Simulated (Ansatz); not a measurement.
## AlZn2Cd: relaxing a made-up structure

Starting from a made-up structure for AlZn2Cd, the aim is the relaxed cell, its shortest contacts and, where a second run follows, its electronic structure.

Program: Ansatz 0.2.0. Level of theory: DFT, r2SCAN, plane-wave PAW, files of the set soft_1, scalar-relativistic, no spin, cell and ions relaxed at zero pressure; PAW set soft_1, in the first sound run; inputs show where later runs differ. Results are calculated unless marked as measured.

**1. The structure**

The structure is orthorhombic, space group Cmcm (No. 63). Conventional cell: a = 3.903 Å, b = 9.610 Å, c = 6.706 Å, α = 90.00°, β = 90.00°, γ = 90.00°. Nearest to Cd lie 3 Al at 2.63 to 2.92 Å and 4 Zn at 2.90 Å. Zn has 3 Al at 2.44 to 2.45 Å and 4 Zn at 2.70 to 2.89 Å and 2 Cd at 2.90 Å nearest. Al has 6 Zn at 2.44 to 2.45 Å and 3 Cd at 2.63 to 2.92 Å nearest. Farther neighbours are not listed.

Coordinates:

```cif
data_structure
_symmetry_space_group_name_H-M 'P 1'
_symmetry_Int_Tables_number 1
_cell_length_a 5.1862
_cell_length_b 5.1862
_cell_length_c 6.7060
_cell_angle_alpha 90.000
_cell_angle_beta 90.000
_cell_angle_gamma 135.792
_cell_volume 125.76
loop_
_atom_site_label
_atom_site_type_symbol
_atom_site_fract_x
_atom_site_fract_y
_atom_site_fract_z
_atom_site_occupancy
Cd1 Cd 0.06640 0.93360 0.25000 1
Cd2 Cd 0.93360 0.06640 0.75000 1
Zn3 Zn 0.64640 0.35360 0.54850 1
Zn4 Zn 0.35360 0.64640 0.45150 1
Zn5 Zn 0.35360 0.64640 0.04850 1
Zn6 Zn 0.64640 0.35360 0.95150 1
Al7 Al 0.79290 0.20710 0.25000 1
Al8 Al 0.20710 0.79290 0.75000 1
```

**2. Relaxation of the guess**

The guess takes its coordinates from another compound and its volume from a rule, so the cell and any free coordinates are relaxed together.

input.yaml reads:

```yaml
crystal:
  lattice:
    - [1.9515, -4.805, 0.0]
    - [1.9515, 4.805, 0.0]
    - [0.0, 0.0, 6.706]
  atoms:
    - { symbol: Cd, position: [0.0664, 0.9336, 0.25] }
    - { symbol: Cd, position: [0.9336, 0.0664, 0.75] }
    - { symbol: Zn, position: [0.6464, 0.3536, 0.5485] }
    - { symbol: Zn, position: [0.3536, 0.6464, 0.4515] }
    - { symbol: Zn, position: [0.3536, 0.6464, 0.0485] }
    - { symbol: Zn, position: [0.6464, 0.3536, 0.9515] }
    - { symbol: Al, position: [0.7929, 0.2071, 0.25] }
    - { symbol: Al, position: [0.2071, 0.7929, 0.75] }
kpoints:
  mp_grid: { grid: [7, 7, 4] }
scf:
  occupations: { method: fermi_dirac, width: 0.05 }
hamiltonian:
  xc: r2scan
  pseudopotentials: { kind: paw, azcp: { folder: soft_1 } }
relax:
  f_tol: 0.015
  max_steps: 70
  cell: {}
output:
  forces: true
  stress: true
```

Run with:

```console
> ansatz run input.yaml --threads 4 --pin off --max-ram 10240MiB --backend cpu --events-out ev --progress --plain --runs-dir out
```

Numbers of over 12 decimals in the logs are rounded to 6 here.

What it wrote:

```text
Engine: ansatz 0.2.0, aarch64-unknown-linux-gnu
Pseudopotentials: kind: paw
Pseudopotential: Cd, paw, valence charge 20, recommended cutoff 500 eV (meta_gga), soft_1/Cd.paw.azcp
Pseudopotential: Zn, paw, valence charge 12, recommended cutoff 500 eV (meta_gga), soft_1/Zn.paw.azcp
Pseudopotential: Al, paw, valence charge 3, recommended cutoff 500 eV (meta_gga), soft_1/Al.paw.azcp
Functional definition: r2SCAN
  parameter k0 = 0.174
  parameter k1 = 0.065
  parameter a1 = 4.9479
  exchange = r2scan_x(k0 = k0, k1 = k1, a1 = a1)
  correlation = r2scan_c
Crystal: 8 atoms, lattice volume = 125.764 Å³
Basis set: ecut = 500 eV, 3223 PW (Γ), exchange–correlation on 160×160×200 points (64 copies of the dense FFT grid, shifted against one another)
Bands: 57, of which v1, the nominal top of the filled ones, is band 47 counted from 1 (46 counted from 0)
Symmetry: 8 space group operations
Space group: Cmcm (ITA 63), of the structure as read, at distance tolerance 5.0e-5 Å
k-points: 48 of 196
Non-local potential: Cd, projectors of the file, l = 0: 3, l = 1: 2, l = 2: 2, l = 3: 1
Non-local potential: Zn, projectors of the file, l = 0: 2, l = 1: 2, l = 2: 3, l = 3: 1
Non-local potential: Al, projectors of the file, l = 0: 2, l = 1: 2, l = 2: 1
PAW form: soft (Blöchl's): semilocal exchange-correlation on the pseudo side does not see the compensation charge
PAW frozen core: Cd, regenerated for the run's functional (the file was generated under x = pbe(κ = 0.804, μ = 0.219515), c = pbe(β = 0.066725))
PAW frozen core: Zn, regenerated for the run's functional (the file was generated under x = pbe(κ = 0.804, μ = 0.219515), c = pbe(β = 0.066725))
PAW frozen core: Al, regenerated for the run's functional (the file was generated under x = pbe(κ = 0.804, μ = 0.219515), c = pbe(β = 0.066725))
PAW one-centre angular grid: Cd, 590 points (default); XC on 160 Gauss nodes
PAW one-centre angular grid: Zn, 590 points (default); XC on 160 Gauss nodes
PAW one-centre angular grid: Al, 302 points (default); XC on 160 Gauss nodes
Initial density: superposition of atomic densities (chi_scale 0.1, normalization cell, long waves kept (reshape's long-wave potential 0.00 eV rms))
Initial wavefunctions: pseudopotential atomic-orbital guess
Functional: x = r2scan, c = r2scan; τ floored in thin density (d = 2e-4 eV/Å³)
SCF iter   1: F=—  HF=-30918.512361 eV  |F-HF|=—  |Δ(HF+E_count)|=         —  Δρ=4.64e-2  dr2=3.91e0  dr2_τ=1.00e-1  ethr=3.10e-3  ⟨swp⟩=7.5  Hψ=12441  notcnv=0  defer=24
preconditioner: auto → Kerker (q_TF=auto, 2.599 Å⁻¹)  [metal: Δε(μ)=0.030 eV  Ē_g=10.784 eV  σ=0.050 eV  W_gap=0.15  n_scr=38 (ndim 8)  ℏωp=29.2 eV  f_vac=0.000  D(μ)=1.56/eV (n_scr^D=4)]
SCF iter   2: F=—  HF=-30917.962043 eV  |F-HF|=—  |Δ(HF+E_count)|=   5.50e-1  Δρ=2.46e-2  dr2=1.24e0  dr2_τ=1.08e-2  ethr=3.10e-3  ⟨swp⟩=2.0  Hψ=4923  notcnv=0  defer=143
SCF iter   3: F=—  HF=-30917.859476 eV  |F-HF|=—  |Δ(HF+E_count)|=   1.03e-1  Δρ=1.45e-2  dr2=3.99e-1  dr2_τ=3.69e-3  ethr=1.32e-3  ⟨swp⟩=2.1  Hψ=4701  notcnv=0  defer=146
SCF iter   4: F=—  HF=-30917.785857 eV  |F-HF|=—  |Δ(HF+E_count)|=   7.36e-2  Δρ=6.63e-3  dr2=5.77e-2  dr2_τ=1.38e-3  ethr=4.25e-4  ⟨swp⟩=2.4  Hψ=4585  notcnv=0  defer=144
SCF iter   5: F=—  HF=-30917.782574 eV  |F-HF|=—  |Δ(HF+E_count)|=   3.28e-3  Δρ=2.12e-3  dr2=7.72e-3  dr2_τ=7.95e-5  ethr=6.14e-5  ⟨swp⟩=3.0  Hψ=5255  notcnv=0  defer=142
SCF iter   6: F=—  HF=-30917.781563 eV  |F-HF|=—  |Δ(HF+E_count)|=   1.01e-3  Δρ=9.49e-4  dr2=8.00e-4  dr2_τ=1.30e-5  ethr=8.21e-6  ⟨swp⟩=2.1  Hψ=4331  notcnv=0  defer=142
SCF iter   7: F=—  HF=-30917.782156 eV  |F-HF|=—  |Δ(HF+E_count)|=   5.93e-4  Δρ=3.09e-4  dr2=1.16e-4  dr2_τ=5.99e-7  ethr=8.51e-7  ⟨swp⟩=2.0  Hψ=4277  notcnv=0  defer=142
SCF iter   8: F=—  HF=-30917.782182 eV  |F-HF|=—  |Δ(HF+E_count)|=   2.59e-5  Δρ=1.12e-4  dr2=1.27e-5  dr2_τ=1.02e-7  ethr=1.24e-7  ⟨swp⟩=2.0  Hψ=4372  notcnv=0  defer=142
SCF iter   9: F=—  HF=-30917.782180 eV  |F-HF|=—  |Δ(HF+E_count)|=   2.46e-6  Δρ=2.38e-5  dr2=8.09e-7  dr2_τ=8.94e-9  ethr=1.35e-8  ⟨swp⟩=2.0  Hψ=4379  notcnv=0  defer=142
SCF iter  10: F=-30917.782181 eV  HF=-30917.782181 eV  |F-HF|=5.17e-8  |Δ(HF+E_count)|=   1.11e-6  Δρ=8.16e-6  dr2=8.29e-8  dr2_τ=9.08e-10  ethr=1.06e-10  ⟨swp⟩=3.0  Hψ=11913  notcnv=0
SCF 1 converged in 10 iterations: F = -30917.782181 eV  dr2 = 8.29e-8
  greatest PAW one-centre occupation: 1.002 electrons in one spin orbital (limit 2), on the Cd atom at site 1 (counted from 0), in its partial waves of l = 0
relax step   1: F+E_penalty+E_count = -30917.78218073 eV  Δ(F+E_penalty+E_count) = +0.000e0 eV  max|allowed force component| = 8.095e-1 eV/Å  Δτ_max = 0.0000 Å  P = +13.466 GPa  Ω = 125.764 Å³  (10 SCF iters, dr2 threshold 1.00e-7 eV, accepted)
Crystal: 8 atoms, lattice volume = 138.405 Å³
Basis set: ecut = 500 eV, 3515 PW (Γ), exchange–correlation on 160×160×200 points (64 copies of the dense FFT grid, shifted against one another)
Initial density: handed on by an earlier stage of this run
Initial wavefunctions: those handed on with the density
iter 1 solved again at ethr=1.30e-4 eV; its pass at ethr=3.10e-3 eV (dr2=1.23e-1 eV) is discarded
SCF iter   1: F=—  HF=-30917.746613 eV  |F-HF|=—  |Δ(HF+E_count)|=         —  Δρ=1.08e-2  dr2=1.20e-1  dr2_τ=5.34e-1  ethr=1.30e-4  ⟨swp⟩=2.5  Hψ=14767  notcnv=0
preconditioner: auto → Kerker (q_TF=auto, 2.558 Å⁻¹)  [metal: Δε(μ)=0.016 eV  Ē_g=11.099 eV  σ=0.050 eV  W_gap=0.08  n_scr=38 (ndim 8)  ℏωp=27.9 eV  f_vac=0.000  D(μ)=1.82/eV (n_scr^D=4)]
SCF iter   2: F=—  HF=-30918.552217 eV  |F-HF|=—  |Δ(HF+E_count)|=   8.06e-1  Δρ=4.41e-3  dr2=4.04e-2  dr2_τ=7.12e-4  ethr=1.28e-4  ⟨swp⟩=3.0  Hψ=5938  notcnv=0
SCF iter   3: F=—  HF=-30918.543740 eV  |F-HF|=—  |Δ(HF+E_count)|=   8.48e-3  Δρ=2.64e-3  dr2=2.26e-2  dr2_τ=6.71e-5  ethr=4.30e-5  ⟨swp⟩=2.0  Hψ=4734  notcnv=0  defer=43
SCF iter   4: F=—  HF=-30918.540584 eV  |F-HF|=—  |Δ(HF+E_count)|=   3.16e-3  Δρ=2.01e-3  dr2=4.15e-3  dr2_τ=1.15e-4  ethr=2.41e-5  ⟨swp⟩=2.0  Hψ=4403  notcnv=0  defer=43
SCF iter   5: F=—  HF=-30918.539586 eV  |F-HF|=—  |Δ(HF+E_count)|=   9.98e-4  Δρ=3.73e-4  dr2=4.11e-4  dr2_τ=6.30e-6  ethr=4.42e-6  ⟨swp⟩=2.0  Hψ=4351  notcnv=0  defer=43
SCF iter   6: F=—  HF=-30918.539550 eV  |F-HF|=—  |Δ(HF+E_count)|=   3.62e-5  Δρ=1.79e-4  dr2=8.76e-5  dr2_τ=7.87e-7  ethr=4.37e-7  ⟨swp⟩=2.7  Hψ=4421  notcnv=0  defer=43
SCF iter   7: F=—  HF=-30918.539554 eV  |F-HF|=—  |Δ(HF+E_count)|=   4.29e-6  Δρ=1.15e-4  dr2=9.54e-6  dr2_τ=1.50e-7  ethr=9.32e-8  ⟨swp⟩=2.0  Hψ=4474  notcnv=0  defer=43
[...]
SCF iter   6: F=—  HF=-30918.792463 eV  |F-HF|=—  |Δ(HF+E_count)|=   1.43e-5  Δρ=8.96e-5  dr2=1.65e-5  dr2_τ=3.98e-7  ethr=1.55e-7  ⟨swp⟩=2.1  Hψ=4434  notcnv=0
SCF iter   7: F=—  HF=-30918.792471 eV  |F-HF|=—  |Δ(HF+E_count)|=   7.88e-6  Δρ=7.50e-5  dr2=7.15e-6  dr2_τ=5.38e-8  ethr=1.75e-8  ⟨swp⟩=2.0  Hψ=4307  notcnv=0
SCF iter   8: F=—  HF=-30918.792473 eV  |F-HF|=—  |Δ(HF+E_count)|=   1.55e-6  Δρ=2.31e-5  dr2=1.14e-6  dr2_τ=1.65e-8  ethr=7.60e-9  ⟨swp⟩=2.0  Hψ=4260  notcnv=0
SCF iter   9: F=-30918.792473 eV  HF=-30918.792473 eV  |F-HF|=1.12e-7  |Δ(HF+E_count)|=   1.31e-7  Δρ=1.20e-5  dr2=4.11e-7  dr2_τ=1.88e-9  ethr=8.51e-10  ⟨swp⟩=4.0  Hψ=9385  notcnv=0
SCF 3 converged in 9 iterations: F = -30918.792473 eV  dr2 = 4.11e-7
relax step   3: F+E_penalty+E_count = -30918.79247276 eV  Δ(F+E_penalty+E_count) = -2.529e-1 eV  max|allowed force component| = 2.500e-1 eV/Å  Δτ_max = 0.0865 Å  P = +0.431 GPa  Ω = 141.728 Å³  energy of the carried Pulay correction = -8.565e-3 eV  (9 SCF iters, dr2 threshold 8.00e-7 eV, accepted)
[...]
relax step   4: F+E_penalty+E_count = -30918.85726445 eV  Δ(F+E_penalty+E_count) = -6.479e-2 eV  max|allowed force component| = 8.142e-2 eV/Å  Δτ_max = 0.1087 Å  P = +0.358 GPa  Ω = 141.144 Å³  energy of the carried Pulay correction = -8.269e-3 eV  (9 SCF iters, dr2 threshold 8.00e-7 eV, accepted)
[...]
relax step   5: F+E_penalty+E_count = -30918.86336603 eV  Δ(F+E_penalty+E_count) = -6.102e-3 eV  max|allowed force component| = 1.021e-1 eV/Å  Δτ_max = 0.0647 Å  P = +0.108 GPa  Ω = 141.781 Å³  energy of the carried Pulay correction = -8.591e-3 eV  (9 SCF iters, dr2 threshold 8.00e-7 eV, accepted)
[...]
relax step   6: F+E_penalty+E_count = -30918.87032271 eV  Δ(F+E_penalty+E_count) = -6.957e-3 eV  max|allowed force component| = 1.400e-2 eV/Å  Δτ_max = 0.0285 Å  P = -0.087 GPa  Ω = 142.285 Å³  energy of the carried Pulay correction = -8.845e-3 eV  (7 SCF iters, dr2 threshold 8.00e-7 eV, accepted)
[...]
relax step   7: F+E_penalty+E_count = -30918.87074828 eV  Δ(F+E_penalty+E_count) = -4.256e-4 eV  max|allowed force component| = 3.290e-3 eV/Å  Δτ_max = 0.0073 Å  P = -0.003 GPa  Ω = 142.079 Å³  energy of the carried Pulay correction = -8.741e-3 eV  (8 SCF iters, dr2 threshold 7.85e-8 eV, accepted)
[...]
relax step   8: F+E_penalty+E_count = -30918.88262949 eV  Δ(F+E_penalty+E_count) = -1.188e-2 eV  max|allowed force component| = 3.178e-3 eV/Å  Δτ_max = 0.0000 Å  P = +0.045 GPa  Ω = 142.079 Å³  stress off target by 5.56e-2 GPa  SCF on the basis re-selected at this cell (its energy is not comparable with the rows above)  (8 SCF iters)
[...]
relax step   9: F+E_penalty+E_count = -30918.88261002 eV  Δ(F+E_penalty+E_count) = +1.947e-5 eV  max|allowed force component| = 9.225e-4 eV/Å  Δτ_max = 0.0028 Å  P = -0.004 GPa  Ω = 142.169 Å³  energy of the carried Pulay correction = -4.467e-5 eV  (7 SCF iters, dr2 threshold 7.72e-9 eV, accepted)
iter 1 solved again at ethr=6.74e-8 eV; its pass at ethr=3.10e-3 eV (dr2=6.34e-5 eV) is discarded
SCF iter   1: F=—  HF=-30918.882622 eV  |F-HF|=—  |Δ(HF+E_count)|=         —  Δρ=1.62e-5  dr2=1.32e-8  dr2_τ=6.56e-9  ethr=6.74e-8  ⟨swp⟩=3.3  Hψ=19519  notcnv=0
eigensolver tolerance schedule: the retry pair's looser diagonalisation over-reported the residual by 4795.44 of it (diagonalisation noise at 0.12 of the residual, at the tolerance the schedule requests for it); recorded, not acted on — ethr = c·dr2/N_el stays at c = 1.0e-1
preconditioner: auto → Kerker (q_TF=auto, 2.547 Å⁻¹)  [metal: Δε(μ)=0.018 eV  Ē_g=10.804 eV  σ=0.050 eV  W_gap=0.09  n_scr=38 (ndim 8)  ℏωp=27.5 eV  f_vac=0.000  D(μ)=2.16/eV (n_scr^D=12)]
SCF iter   2: F=—  HF=-30918.882666 eV  |F-HF|=—  |Δ(HF+E_count)|=   4.44e-5  Δρ=8.26e-6  dr2=4.64e-9  dr2_τ=1.73e-8  ethr=1.41e-11  ⟨swp⟩=2.8  Hψ=5637  notcnv=0
SCF iter   3: F=—  HF=-30918.882667 eV  |F-HF|=—  |Δ(HF+E_count)|=   1.21e-6  Δρ=5.01e-7  dr2=3.79e-10  dr2_τ=2.43e-11  ethr=4.93e-12  ⟨swp⟩=2.0  Hψ=4630  notcnv=0
SCF iter   4: F=—  HF=-30918.882667 eV  |F-HF|=—  |Δ(HF+E_count)|=  7.13e-10  Δρ=4.69e-7  dr2=2.25e-10  dr2_τ=4.56e-12  ethr=1.00e-12  ⟨swp⟩=4.5  Hψ=9376  notcnv=0
SCF iter   5: F=-30918.882667 eV  HF=-30918.882667 eV  |F-HF|=3.64e-12  |Δ(HF+E_count)|=  9.46e-11  Δρ=1.72e-7  dr2=5.53e-11  dr2_τ=6.54e-13  ethr=1.00e-12  ⟨swp⟩=3.0  Hψ=10725  notcnv=0
SCF 10 converged in 5 iterations: F = -30918.882667 eV  dr2 = 5.53e-11
relax step  10: F+E_penalty+E_count = -30918.88266747 eV  Δ(F+E_penalty+E_count) = -5.745e-5 eV  max|allowed force component| = 9.305e-4 eV/Å  Δτ_max = 0.0000 Å  P = -0.004 GPa  Ω = 142.169 Å³  stress off target by 5.79e-3 GPa  SCF on the basis re-selected at this cell (its energy is not comparable with the rows above)  (5 SCF iters)
basis re-selected at this cell: Δ(F+E_penalty+E_count) = -5.745e-5 eV, ΔP = +0.000 GPa vs the last step (what re-selecting the basis moved, of the pressure what is left beyond the Pulay correction that the steps carried, after the strain that the cell walked since its last selection, with what the two solves' SCF thresholds leave and, on support functions, any second-order correction that the steps lacked; it is no m [...]
SCF converged after 5 iterations
Free energy (F): -30918.882667 eV
Harris-Foulkes:  -30918.882667 eV  (|F-HF|=3.64e-12)
Internal energy: -30918.864898 eV  (E = F + TS)
E sigma→0 (E₀):  -30918.873783 eV
Entropy (-TS):   -0.017770 eV (-2.221 meV/atom)
Fermi energy:    10.782935 eV
--- Per-component energies (eV) ---
  E_band       = -780.937453
  E_kinetic    = 1511.413991
  E_local      = -14627.223219  (includes V_loc(G=0)·N_el)
  E_nonlocal   = 3546.073221
  E_hartree    = 6167.565977
  E_xc         = -646.279021
  E_vxc        = -703.378528  (∫ρ·V_xc dr)
  E_paw        = -16843.548774  (= ΣΔE_a)
  E_vpaw       = -2887.141963  (= ΣTr[D̂ρ^β])
  E_aug_tail   = 0.000322  (compensation charges beyond the density's cutoff)
  E_vtau       = 44.186995  (kinetic-family band-sum trace: ∫τ·v_τ [+ j·A + Jᵃ·Aᵃ] dr)
  E_ewald      = -10024.887182
  E_core_change = -1.980213  (= ΣΔE_core)
  E_smearing   = -0.017770  (= −TS)
  E_closure    = 0.000000  (closes the sum)
  Σ components = -30918.882667   (vs F -30918.882667, Δ=0.00e0)
--- Forces (eV/Å), atoms counted from 1 ---
  atom   1  Cd     0.00000000     0.00004679     0.00000000
  atom   2  Cd     0.00000000    -0.00004679     0.00000000
  atom   3  Zn     0.00000000    -0.00016546     0.00093050
  atom   4  Zn    -0.00000000     0.00016546    -0.00093050
  atom   5  Zn     0.00000000     0.00016546     0.00093050
  atom   6  Zn     0.00000000    -0.00016546    -0.00093050
  atom   7  Al     0.00000000    -0.00082372     0.00000000
  atom   8  Al     0.00000000     0.00082372     0.00000000
  max |Σ_I F_I| component: 1.73e-18 eV/Å
--- Stress (GPa, compression-positive) ---
       -0.005787       0.000000       0.000000
        0.000000      -0.003875       0.000000
        0.000000       0.000000      -0.001847
  P = ⅓ Tr σ = -0.0038 GPa (-0.038 kbar)
--- Relaxed structure (8 steps of the walk, 8 accepted, 2 SCFs on fresh bases) ---
  F+E_penalty+E_count = -30918.88266747 eV   max|allowed force component| = 9.305e-4 eV/Å   (the final SCF, on the basis selected at the relaxed cell)
  cell:  # Å, volume = 142.1691 Å³
    - [2.100881, -4.819736, 0.0]
    - [2.100881, 4.819736, 0.0]
    - [0.0, 0.0, 7.020219196423]
  atoms:
    - { symbol: Cd, position: [0.056177, 0.943823, 0.25] }
    - { symbol: Cd, position: [0.943823, 0.056177, 0.75] }
    - { symbol: Zn, position: [0.629494, 0.370506, 0.564497] }
    - { symbol: Zn, position: [0.370506, 0.629494, 0.435503] }
    - { symbol: Zn, position: [0.370506, 0.629494, 0.064497] }
    - { symbol: Zn, position: [0.629494, 0.370506, 0.935503] }
    - { symbol: Al, position: [0.764665, 0.235335, 0.25] }
    - { symbol: Al, position: [0.235335, 0.764665, 0.75] }
```

Wall time 1.9 min (4 threads of Arm Neoverse V1, shared host); peak memory 1.1 GiB; 7.4 min of CPU time.

Relaxation path:

| step | energy less that of the first step (eV) | largest force component (eV/Å) | pressure (GPa) | volume (Å³) |
| --- | --- | --- | --- | --- |
| 1 | 0.0000 | 0.8095 | 13.47 | 125.76 |
| 2 | -0.7574 | 0.5022 | 3.30 | 138.41 |
| 3 | -1.0103 | 0.2500 | 0.43 | 141.73 |
| 4 | -1.0751 | 0.0814 | 0.36 | 141.14 |
| 5 | -1.0812 | 0.1021 | 0.11 | 141.78 |
| 6 | -1.0881 | 0.0140 | -0.09 | 142.29 |
| 7 | -1.0886 | 0.0033 | 0.00 | 142.08 |
| 8* | -1.1004 | 0.0032 | 0.04 | 142.08 |
| 9 | -1.1004 | 0.0009 | 0.00 | 142.17 |
| 10* | -1.1005 | 0.0009 | 0.00 | 142.17 |

Relaxation steps marked * repeat the geometry before them on a plane-wave basis chosen anew for their cell, so energy and pressure can jump there.

Forces are held to the 8 operations that the run works with; a distortion that breaks them can't arise in this run.

| conventional cell, symmetrised | before | after | change |
| --- | --- | --- | --- |
| a (Å) | 3.903 | 4.202 | +7.7 % |
| b (Å) | 9.610 | 9.639 | +0.3 % |
| c (Å) | 6.706 | 7.020 | +4.7 % |
| volume (Å³/atom) | 15.72 | 17.77 | +13.0 % |

The atoms that moved most (Å, as changes of fractional coordinates times the final cell):

| atom | dx | dy | dz | length |
| --- | --- | --- | --- | --- |
| Al7 | 0.000 | 0.272 | 0.000 | 0.272 |
| Al8 | 0.000 | -0.272 | 0.000 | 0.272 |
| Zn3 | 0.000 | 0.163 | 0.112 | 0.198 |
| Zn4 | 0.000 | -0.163 | -0.112 | 0.198 |
| Zn5 | 0.000 | -0.163 | 0.112 | 0.198 |
| Zn6 | 0.000 | 0.163 | -0.112 | 0.198 |
| Cd1 | 0.000 | 0.099 | 0.000 | 0.099 |
| Cd2 | 0.000 | -0.099 | 0.000 | 0.099 |

Final coordinates:

```cif
data_structure
_symmetry_space_group_name_H-M 'P 1'
_symmetry_Int_Tables_number 1
_cell_length_a 5.2577
_cell_length_b 5.2577
_cell_length_c 7.0202
_cell_angle_alpha 90.000
_cell_angle_beta 90.000
_cell_angle_gamma 132.896
_cell_volume 142.17
loop_
_atom_site_label
_atom_site_type_symbol
_atom_site_fract_x
_atom_site_fract_y
_atom_site_fract_z
_atom_site_occupancy
Cd1 Cd 0.05618 0.94382 0.25000 1
Cd2 Cd 0.94382 0.05618 0.75000 1
Zn3 Zn 0.62949 0.37051 0.56450 1
Zn4 Zn 0.37051 0.62949 0.43550 1
Zn5 Zn 0.37051 0.62949 0.06450 1
Zn6 Zn 0.62949 0.37051 0.93550 1
Al7 Al 0.76467 0.23533 0.25000 1
Al8 Al 0.23533 0.76467 0.75000 1
```

Numbers from this step:

| Property | Result |
| --- | --- |
| free energy | -30918.8827 eV |
| energy at zero smearing | -30918.8738 eV |
| smearing term TS | 0.01777 eV |
| Fermi energy | 10.78 eV |
| electrons | 94 |
| symmetry operations | 8 |
| pressure | -0.003836 GPa |

Shortest distances by pair of elements, guess and relaxed (not always the same contact):

| pair | guess (Å) | relaxed (Å) |
| --- | --- | --- |
| Al–Zn | 2.444 | 2.564 |
| Zn–Zn | 2.703 | 2.605 |
| Al–Cd | 2.628 | 2.810 |
| Cd–Zn | 2.899 | 3.052 |
| Cd–Cd | 3.588 | 3.673 |

The relaxation ends with a largest force component of 9.3e-4 eV/Å and a pressure of 0.00 GPa.

(Part 1 of 2 ends here.)

[Logs are printed without paths, hosts, clocks, repeated set-up lines and the standing remarks that a program may print on its own settings, such as how far it seeks lower states.]

[Hosts, paths, dates, database ids (printed as entryN), source tags and the programs' standing remarks are cut or masked in the printed files.]
